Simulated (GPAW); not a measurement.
# Dielectric function and optical constants of CdF2

Aim: the dielectric function of CdF2, and the optical constants that follow from it.

Calculated with GPAW 26.7.0; DFT, PBE, plane-wave PAW (GPAW data sets), scalar-relativistic, RPA, optical limit.

## 1. Starting point

Symmetry: Fm-3m, No. 225, cubic system. The conventional cell has a = 5.388 Å, b = 5.388 Å, c = 5.388 Å, α = 90.00°, β = 90.00°, γ = 90.00°. Nearest to Cd lie 8 F at 2.33 Å. Nearest to F lie 4 Cd at 2.33 Å. Farther neighbours and most contacts between anions are not listed.

## 2. Ground state

The self-consistent density comes first; it also tells whether there is a gap, which decides the occupations and the need for a Drude term.

This step: DFT, PBE, plane-wave PAW (GPAW data sets), scalar-relativistic, ground state (GPAW 26.7.0).

The input, gs.py:

```python
from ase import Atoms
from ase.dft.bandgap import bandgap
from gpaw import GPAW, PW, FermiDirac

atoms = Atoms(['Cd', 'F', 'F'],
              cell=[[0.000000000000, 2.694000000000, 2.694000000000],
                    [2.694000000000, 0.000000000000, 2.694000000000],
                    [2.694000000000, 2.694000000000, 0.000000000000]],
              scaled_positions=[[0.000000000000, 0.000000000000, 0.000000000000],
                                [0.750000000000, 0.750000000000, 0.750000000000],
                                [0.250000000000, 0.250000000000, 0.250000000000]],
              pbc=[True, True, True])
atoms.calc = GPAW(mode=PW(500), xc='PBE', kpts={'size': (7, 7, 7), 'gamma': True},
                  occupations=FermiDirac(0.05), maxiter=150, txt='gs.txt')
print('energy (eV)', atoms.get_potential_energy())
print('Fermi level (eV)', atoms.calc.get_fermi_level())
print('valence electrons', atoms.calc.get_number_of_electrons())
print('gap (eV)', bandgap(atoms.calc, output=None)[0])
print('direct gap (eV)', bandgap(atoms.calc, direct=True, output=None)[0])
atoms.calc.write('gs.gpw')
```

Command:

```console
$ OMP_NUM_THREADS=1 python gs.py
```

Numbers of over 12 decimals in the logs are rounded to 6 here.

What it wrote:

```text
__  _  _
 | _ |_)|_||  |
 |__||  | ||/\| - 26.7.0

Versions:
  Python: 3.12.14
  ASE:    3.29.0
  Numpy:  2.5.5
  Scipy:  1.18.1
  Libxc:  7.0.0

Input parameters:
  mode=PW(ecut=500.0),
  kpts=MonkhorstPack(size=(7, 7, 7), gamma=True),
  maxiter=150,
  occupations=Occupations(name='fermi-dirac', width=0.05, fixmagmom=False),
  xc=XC(name='PBE')

Diagonalizing LCAO Hamiltonian
Converting LCAO to pw mode

                    F

           F

       Cd

Atoms  # Å, Bohr magnetons
|   | symbol |        x |        y |        z |    initial magnetic moments |
| 0 |     Cd | 0.000000 | 0.000000 | 0.000000 | ( 0.0000,  0.0000,  0.0000) |
| 1 |      F | 4.041000 | 4.041000 | 4.041000 | ( 0.0000,  0.0000,  0.0000) |
| 2 |      F | 1.347000 | 1.347000 | 1.347000 | ( 0.0000,  0.0000,  0.0000) |

Unit cell  # Å
| periodic |        x |        y |        z |  lengths |    angles |
|      yes | 0.000000 | 2.694000 | 2.694000 | 3.809891 | 60.000000 |
|      yes | 2.694000 | 0.000000 | 2.694000 | 3.809891 | 60.000000 |
|      yes | 2.694000 | 2.694000 | 0.000000 | 3.809891 | 60.000000 |

Number of symmetries: 48
Symmetry operations  # r_c * U_cc + t_c -> r_c
|    | kind |            matrix            |
|  0 |  σ   |  1, 0, 0,  1, 0,-1,  1,-1, 0 |
|  1 |  C2  |  1, 0, 0,  1,-1, 0,  1, 0,-1 |
|  2 |  E   |  1, 0, 0,  0, 1, 0,  0, 0, 1 |
|  3 |  σ   |  1, 0, 0,  0, 0, 1,  0, 1, 0 |
|  4 |  C4  |  1, 0,-1,  1, 0, 0,  1,-1, 0 |
|  5 |  S6  |  1, 0,-1,  1,-1, 0,  1, 0, 0 |
|  6 |  σ   |  1, 0,-1,  0, 1,-1,  0, 0,-1 |
|  7 |  C3  |  1, 0,-1,  0, 0,-1,  0, 1,-1 |
|  8 |  S6  |  1,-1, 0,  1, 0, 0,  1, 0,-1 |
|  9 |  C4  |  1,-1, 0,  1, 0,-1,  1, 0, 0 |
| 10 |  C3  |  1,-1, 0,  0,-1, 1,  0,-1, 0 |
| 11 |  σ   |  1,-1, 0,  0,-1, 0,  0,-1, 1 |
| 12 |  σ   |  0, 1, 0,  1, 0, 0,  0, 0, 1 |
| 13 |  C4  |  0, 1, 0,  0, 1,-1, -1, 1, 0 |
| 14 |  C3  |  0, 1, 0,  0, 0, 1,  1, 0, 0 |
| 15 |  S6  |  0, 1, 0, -1, 1, 0,  0, 1,-1 |
| 16 |  C2  |  0, 1,-1,  1, 0,-1,  0, 0,-1 |
| 17 |  σ   |  0, 1,-1,  0, 1, 0, -1, 1, 0 |
| 18 |  S4  |  0, 1,-1,  0, 0,-1,  1, 0,-1 |
| 19 |  C4  |  0, 1,-1, -1, 1, 0,  0, 1, 0 |
| 20 |  C3  |  0, 0, 1,  1, 0, 0,  0, 1, 0 |
| 21 |  σ   |  0, 0, 1,  0, 1, 0,  1, 0, 0 |
| 22 |  S6  |  0, 0, 1,  0,-1, 1, -1, 0, 1 |
| 23 |  C4  |  0, 0, 1, -1, 0, 1,  0,-1, 1 |
| 24 |  S4  |  0, 0,-1,  1, 0,-1,  0, 1,-1 |
| 25 |  C3  |  0, 0,-1,  0, 1,-1,  1, 0,-1 |
| 26 |  C2  |  0, 0,-1,  0,-1, 0, -1, 0, 0 |
| 27 |  S6  |  0, 0,-1, -1, 0, 0,  0,-1, 0 |
| 28 |  S4  |  0,-1, 1,  1,-1, 0,  0,-1, 0 |
| 29 |  C4  |  0,-1, 1,  0, 0, 1, -1, 0, 1 |
| 30 |  C2  |  0,-1, 1,  0,-1, 0,  1,-1, 0 |
| 31 |  σ   |  0,-1, 1, -1, 0, 1,  0, 0, 1 |
| 32 |  C3  |  0,-1, 0,  1,-1, 0,  0,-1, 1 |
| 33 |  S6  |  0,-1, 0,  0, 0,-1, -1, 0, 0 |
| 34 |  S4  |  0,-1, 0,  0,-1, 1,  1,-1, 0 |
| 35 |  C2  |  0,-1, 0, -1, 0, 0,  0, 0,-1 |
| 36 |  C2  | -1, 1, 0,  0, 1, 0,  0, 1,-1 |
| 37 |  S6  | -1, 1, 0,  0, 1,-1,  0, 1, 0 |
| 38 |  S4  | -1, 1, 0, -1, 0, 1, -1, 0, 0 |
| 39 |  C3  | -1, 1, 0, -1, 0, 0, -1, 0, 1 |
| 40 |  S6  | -1, 0, 1,  0, 0, 1,  0,-1, 1 |
| 41 |  C2  | -1, 0, 1,  0,-1, 1,  0, 0, 1 |
| 42 |  C3  | -1, 0, 1, -1, 1, 0, -1, 0, 0 |
| 43 |  S4  | -1, 0, 1, -1, 0, 0, -1, 1, 0 |
| 44 |  C2  | -1, 0, 0,  0, 0,-1,  0,-1, 0 |
| 45 |  i   | -1, 0, 0,  0,-1, 0,  0, 0,-1 |
| 46 |  σ   | -1, 0, 0, -1, 1, 0, -1, 0, 1 |
| 47 |  C2  | -1, 0, 0, -1, 0, 1, -1, 1, 0 |

BZ-sampling:
  Number of BZ points: 343
  Number of IBZ points: 20

  Monkhorst-Pack size: [7, 7, 7]
  Monkhorst-Pack shift: [0, 0, 0]

K-points  # in reciprocal-cell coordinates
|     |                                coordinates |     weight |
|   0 | (  0.00000000,   0.00000000,   0.00000000) | 0.00291545 |
|   1 | (  0.14285714,   0.14285714,   0.00000000) | 0.01749271 |
|   2 | (  0.14285714,   0.14285714,   0.14285714) | 0.02332362 |
|   3 | (  0.28571429,   0.14285714,   0.14285714) | 0.03498542 |
|   4 | (  0.28571429,   0.28571429,   0.00000000) | 0.01749271 |
|   5 | (  0.28571429,   0.28571429,   0.14285714) | 0.06997085 |
|   6 | (  0.28571429,   0.28571429,   0.28571429) | 0.02332362 |
|   7 | (  0.42857143,  -0.28571429,  -0.28571429) | 0.03498542 |
|   8 | (  0.42857143,   0.28571429,  -0.42857143) | 0.13994169 |
|   9 | (  0.42857143,   0.28571429,  -0.28571429) | 0.06997085 |
| ... |                                            |            |
|  19 | (  0.42857143,   0.42857143,   0.42857143) | 0.02332362 |

Plane wave coefficients: 999
Cutoff: 500.0 eV

Spin-components: 1 (collinear spins)
Bands:           17
Projectors:      16
Spin-degeneracy: 2
Datatype:        complex128

Parallelization:
  kpt:    1
  domain: 1
  band:   1

Density:
  Valence electrons: 26.0
  Components: 1
  Grid points: [20 20 20]
  Charge: 0.0  # |e|

Potential:
  Grid points: [20 20 20]

species:
  Cd:
    name:    Cadmium
    id:
    Z:       48.0
    valence: 12
    core:    36
    charge:  0.0  # [|e|]
    compensation charges:
      type: gauss
      rc: 0.38  # [Å]
      lmax: 2
    cutoffs:
      filter: 2.12  # [Å]
      core: 2.62  # [Å]
    projectors
    | kind |    occ | energy [eV] | rcut [Å] |
    |   5s |  2.000 |      -5.655 |    1.191 |
    |   5p |  0.000 |      -1.186 |    1.228 |
    |   4d | 10.000 |     -11.739 |    1.164 |
    |    s |        |      21.556 |    1.191 |
    |    p |        |      26.026 |    1.228 |
    |    d |        |      15.473 |    1.164 |

    Using partial waves for Cd as LCAO basis

  F:
    name:    Fluorine
    id:
    Z:       9.0
    valence: 7
    core:    2
    charge:  0.0  # [|e|]
    compensation charges:
      type: gauss
      rc: 0.20  # [Å]
      lmax: 2
    cutoffs:
      filter: 1.14  # [Å]
      core: 0.74  # [Å]
    projectors
    | kind |    occ | energy [eV] | rcut [Å] |
    |   2s |  2.000 |     -29.898 |    0.635 |
    |   2p |  5.000 |     -11.110 |    0.635 |
    |    s |        |      -2.687 |    0.635 |
    |    p |        |      16.102 |    0.635 |
    |    d |        |       0.000 |    0.635 |

    Using partial waves for F as LCAO basis

Reference energy: -157601.279907  # eV

eigensolver:
  PPCG
  Converge bands: occupied
  niter=2

density mixing:
  MSR1-Mixer
  Pratt-step length: 0.05
  Maximum mixing coefficient: 0.75
  Old densities: 10
  SVD Regularization: 0.005
  Good broyden scale: 1.0
  Trust region scale: 1.0
  Backstep threshold: 4.0
  History deletion threshold: 6.0
  Fourier metric: weight=20.0, sigma=0.015

occupation numbers:
  Fermi-Dirac:
    width: 0.0500  # eV

poisson solver:
  ecut: 4000.0  # eV

xc functional:
  name: PBE with 2 nearest neighbor stencil

convergence criteria:
- Maximum [total energy] change in last 3 cyles: 0.0005 eV / valence electron
- Maximum integral of absolute [dens]ity change: 0.0001 electrons / valence electron
- Maximum integral of absolute [eigenst]ate change: 4e-08 eV^2 / valence electron
maximum number of iterations: 150

SCF iterations
|iter     |      energy | eigst |  dens |
|iter:   1||  -12.325550 | -0.77 |       |
|iter:   2||  -11.924482 | -2.09 | -1.05 |
|iter:   3||  -10.776400 | -0.58 | -1.09 |
|iter:   4||  -10.763375 | -2.97 | -1.55 |
|iter:   5||  -10.761463 | -3.30 | -1.86 |
|iter:   6||  -10.761582c| -5.09 | -3.02 |
|iter:   7||  -10.761612c| -6.08 | -3.39 |
|iter:   8||  -10.761612c| -7.95c| -4.63c|

Converged in 8 steps
SCF loop duration: 3.584 s (0.448 s/step)
Energy contributions relative to reference atoms: (reference = -157601.279907)

Energy contributions:
  Kinetic:          37.286517
  Coulomb:         -33.076628
  Zero:              0.425094
  External:          0.000000
  Xc:              -15.396594
  Entropy:          -0.000000
  Spinorbit:         0.000000
  ----------------------------
  Free energy:     -10.761612
  Extrapolated:    -10.761612

dipole moment: (-17.348600, -17.348600, -17.348600)  # |e|*Ang

Fermi level: 2.886
Eigenvalues  # (at kpt = [0.000, 0.000, 0.000])
| band index |      eig [eV] | occ [0-2] |
|          0 |       -18.972 |     2.000 |
|        ... |               |           |
|          5 |        -2.457 |     2.000 |
|          6 |        -2.457 |     2.000 |
|          7 |         0.871 |     2.000 |
|          8 |         0.872 |     2.000 |
|          9 |         0.872 |     2.000 |
|         10 |         1.407 |     2.000 |
|         11 |         1.408 |     2.000 |
|         12 |         1.408 |     2.000 |
|         13 |         4.941 |     0.000 |
|         14 |        14.527 |     0.000 |
|         15 |        14.527 |     0.000 |
|         16 |        14.527 |     0.000 |

Gap: 3.127 eV
Transition (v -> c):
  (s=0, k=9, n=12, [0.43, 0.29, -0.29]) -> (s=0, k=0, n=13, [0.00, 0.00, 0.00])
Direct/indirect transitions are different
Direct gap: 3.533 eV
Transition at: (s=0, k=0, n=12, [0.00, 0.00, 0.00])

--- standard output ---
energy (eV) -10.761612
Fermi level (eV) 2.886481
valence electrons 26.0
gap (eV) 3.126815
direct gap (eV) 3.532927
```

Run time: 5 s. Hardware: 1 thread of Arm Neoverse V2, shared host; peak memory 0.14 GiB.

Numbers from this step:

| Item | Value |
| --- | --- |
| energy | -10.76 eV |
| Fermi energy | 2.886 eV |
| gap on the k-mesh | 3.127 eV |
| direct gap on the mesh | 3.533 eV |
| electrons | 26 |

There is a gap, 3.13 eV on this mesh (points off the mesh can give less), so no carriers' term is needed.

## 3. Bands for the response

The response needs many more empty bands than the density does.

This step: DFT, PBE, plane-wave PAW (GPAW data sets), scalar-relativistic, bands at fixed density (GPAW 26.7.0).

The input, nscf.py:

```python
from ase.dft.bandgap import bandgap
from gpaw import GPAW, FermiDirac

calc = GPAW('gs.gpw').fixed_density(kpts={'size': (16, 16, 16), 'gamma': True}, nbands=40, convergence={'bands': 34},
                                    occupations=FermiDirac(0.001), txt='nscf.txt')
print('gap (eV)', bandgap(calc, output=None)[0])
print('direct gap (eV)', bandgap(calc, direct=True, output=None)[0])
print('top band over the Fermi level (eV)', min(calc.get_eigenvalues(kpt=k)[33] for k in range(len(calc.get_ibz_k_points()))) - calc.get_fermi_level())
calc.write('full.gpw', mode='all')
```

Command:

```console
$ OMP_NUM_THREADS=1 python nscf.py
```

What it wrote:

```text
Diagonalizing LCAO Hamiltonian
Converting LCAO to pw mode
convergence criteria:
- Maximum integral of absolute [eigenst]ate change: 4e-08 eV^2 / valence electron
maximum number of iterations: 150

SCF iterations
|iter     |      energy | eigst |  dens |
|iter:   1||             | +3.26 |       |
|iter:   2||             | +1.70 |       |
|iter:   3||             | +0.66 |       |
|iter:   4||             | -0.29 |       |
|iter:   5||             | -1.09 |       |
|iter:   6||             | -1.83 |       |
|iter:   7||             | -2.54 |       |
|iter:   8||             | -3.25 |       |
|iter:   9||             | -3.97 |       |
|iter:  10||             | -4.70 |       |
|iter:  11||             | -5.44 |       |
|iter:  12||             | -6.18 |       |
|iter:  13||             | -6.85 |       |
|iter:  14||             | -7.40c|       |
SCF steps: 14
  __  _  _
 | _ |_)|_||  |
 |__||  | ||/\| - 26.7.0

Versions:
  Python: 3.12.14
  ASE:    3.29.0
  Numpy:  2.5.5
  Scipy:  1.18.1
  Libxc:  7.0.0

Input parameters:
  mode=PW(ecut=500.0),
  convergence={'bands': 34},
  gpts=array([20, 20, 20]),
  kpts=MonkhorstPack(size=(16, 16, 16), gamma=True),
  maxiter=150,
  nbands=40,
  occupations=Occupations(name='fermi-dirac', width=0.001, fixmagmom=False),
  parallel={},
  xc=XC(name='PBE')

--- standard output ---
gap (eV) 3.070354
direct gap (eV) 3.532927
top band over the Fermi level (eV) 34.351329
```

Wall time 96 s (1 thread); peak memory 0.27 GiB.

Read-outs, printed or worked out from the files:

| Item | Value |
| --- | --- |
| gap on the k-mesh | 3.070 eV |

[end of part 1 of 2]

[Machine, clock and banner lines and Python warnings are left out of the logs.]

[Logs are printed without paths, hosts, clocks, repeated set-up lines and the standing remarks that a program may print on its own settings, such as how far it seeks lower states.]

[Hosts, paths, dates, database ids (printed as entryN), source tags and the programs' standing remarks are cut or masked in the printed files.]
